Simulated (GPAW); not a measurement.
Consider Fe2B (I4/mcm).

```xyz
6
Lattice="-2.5495 2.5495 2.1200 2.5495 -2.5495 2.1200 2.5495 2.5495 -2.1200" Properties=species:S:1:pos:R:3 pbc="T T T"
Fe    1.6980    0.8515    2.1200
Fe   -0.8515    1.6980    2.1200
Fe    0.8515    1.6980    0.0000
Fe    3.4010    0.8515    0.0000
B     0.0000    0.0000    1.0600
B     0.0000    0.0000    3.1800
```

Absorber: atom 5, with 2 B at 2.12 Å and 8 Fe at 2.18 Å (10-fold, site symmetry 422). Method: GPAW, LDA, excited-electron core hole (neutral cell), 18-atom cell with 5.1 Å between holes, 4×4×4 k points, dipole transitions, Gaussian full width 0.9 eV up to 4 eV, rising linearly to 3.5 eV at 25 eV.

The database entry behind the starting cell differs from later determinations by our own check (0.1 to 0.3 % short, probably kX units), so it need not match the best structure at ambient conditions.

Predict the near-edge structure at the B K edge.

Main maxima up to 24 eV above the zero (height): 2.7 eV (1.68), 5.0 eV (2.23), 10.3 eV (1.44) and 18.4 eV (0.71). A K edge sees empty p states on the absorber. The total-energy difference is 185.51 eV. The functional leaves an error in such absolute values: in the free atom LDA prices this hole 2.2 eV below PBE (computed apart), and PBE is itself good to a few eV.

The B K spectrum (energy from the lowest empty level; intensity scaled to a mean of 1 over the first 20 eV; polarised curves are means over the symmetry-equivalent atoms):

| E (eV) | isotropic | ε ⊥ c | ε ∥ c |
| --- | --- | --- | --- |
| -2.00 | 0.00 | 0.00 | 0.00 |
| -1.25 | 0.00 | 0.00 | 0.00 |
| -0.50 | 0.06 | 0.05 | 0.09 |
| 0.25 | 0.59 | 0.53 | 0.70 |
| 1.00 | 1.01 | 1.02 | 0.99 |
| 1.75 | 1.34 | 1.28 | 1.47 |
| 2.50 | 1.64 | 1.60 | 1.72 |
| 3.25 | 1.36 | 1.27 | 1.54 |
| 4.00 | 1.46 | 1.44 | 1.50 |
| 4.75 | 2.16 | 1.86 | 2.77 |
| 5.50 | 1.84 | 1.64 | 2.23 |
| 6.25 | 1.28 | 0.99 | 1.87 |
| 7.00 | 1.16 | 0.64 | 2.20 |
| 7.75 | 0.91 | 0.64 | 1.44 |
| 8.50 | 1.09 | 0.81 | 1.64 |
| 9.25 | 1.32 | 1.19 | 1.58 |
| 10.00 | 1.43 | 1.58 | 1.12 |
| 10.75 | 1.35 | 1.57 | 0.91 |
| 11.50 | 0.88 | 1.09 | 0.46 |
| 12.25 | 0.50 | 0.68 | 0.14 |
| 13.00 | 0.44 | 0.61 | 0.09 |
| 13.75 | 0.47 | 0.65 | 0.12 |
| 14.50 | 0.45 | 0.60 | 0.16 |
| 15.25 | 0.41 | 0.52 | 0.20 |
| 16.00 | 0.44 | 0.54 | 0.24 |
| 16.75 | 0.54 | 0.67 | 0.29 |
| 17.50 | 0.66 | 0.81 | 0.35 |
| 18.25 | 0.71 | 0.85 | 0.44 |
| 19.00 | 0.69 | 0.78 | 0.52 |
| 19.75 | 0.64 | 0.68 | 0.56 |
| 20.50 | 0.56 | 0.57 | 0.54 |
| 21.25 | 0.47 | 0.47 | 0.49 |
| 22.00 | 0.41 | 0.39 | 0.45 |
| 22.75 | 0.39 | 0.35 | 0.45 |
| 23.50 | 0.41 | 0.36 | 0.50 |
| 24.25 | 0.47 | 0.40 | 0.59 |
| 25.00 | 0.54 | 0.46 | 0.68 |
| 25.75 | 0.60 | 0.53 | 0.74 |
| 26.50 | 0.63 | 0.58 | 0.74 |
| 27.25 | 0.64 | 0.61 | 0.71 |
| 28.00 | 0.64 | 0.63 | 0.66 |
| 28.75 | 0.63 | 0.63 | 0.61 |
| 29.50 | 0.62 | 0.63 | 0.58 |
| 30.25 | 0.61 | 0.63 | 0.56 |
| 31.00 | 0.59 | 0.61 | 0.54 |
| 31.75 | 0.55 | 0.56 | 0.52 |

The hole lies in one spin channel, while the script sums the empty states of both and takes the lower zero; where the two channels are split, this blurs and shifts the curve. The spins start ferromagnetically in a simple order, which needn't be the measured one; gap and edge can depend on it. The holes are only 5.1 Å apart, so the shape is probably not converged with cell size; no larger cell was run here. The mesh is coarse (0.33 Å⁻¹ between points), so small maxima may be mesh ripples. Lifetime broadening is put in by hand, and intensities beyond about 20 eV depend on it and on the partial waves; weight that the partial waves miss at high energy is lost. The structure is a published determination, not relaxed.

[Banner, clock and machine lines of the logs are left out without a mark of their own.]

[Logs are printed without paths, hosts, clocks, repeated set-up lines and the standing remarks that a program may print on its own settings, such as how far it seeks lower states.]

[Hosts, paths, dates, database ids (printed as entryN), source tags and the programs' standing remarks are cut or masked in the printed files.]

[Lists of maxima count a maximum above −3 eV only where it reaches 4 % of the highest in the window and stands out from its surroundings by 2 % of it (1.5 % where it reaches 55 %); shoulders and weaker maxima are passed over, and of the rest the first, up to two pre-edge ones and the few strongest are named.]
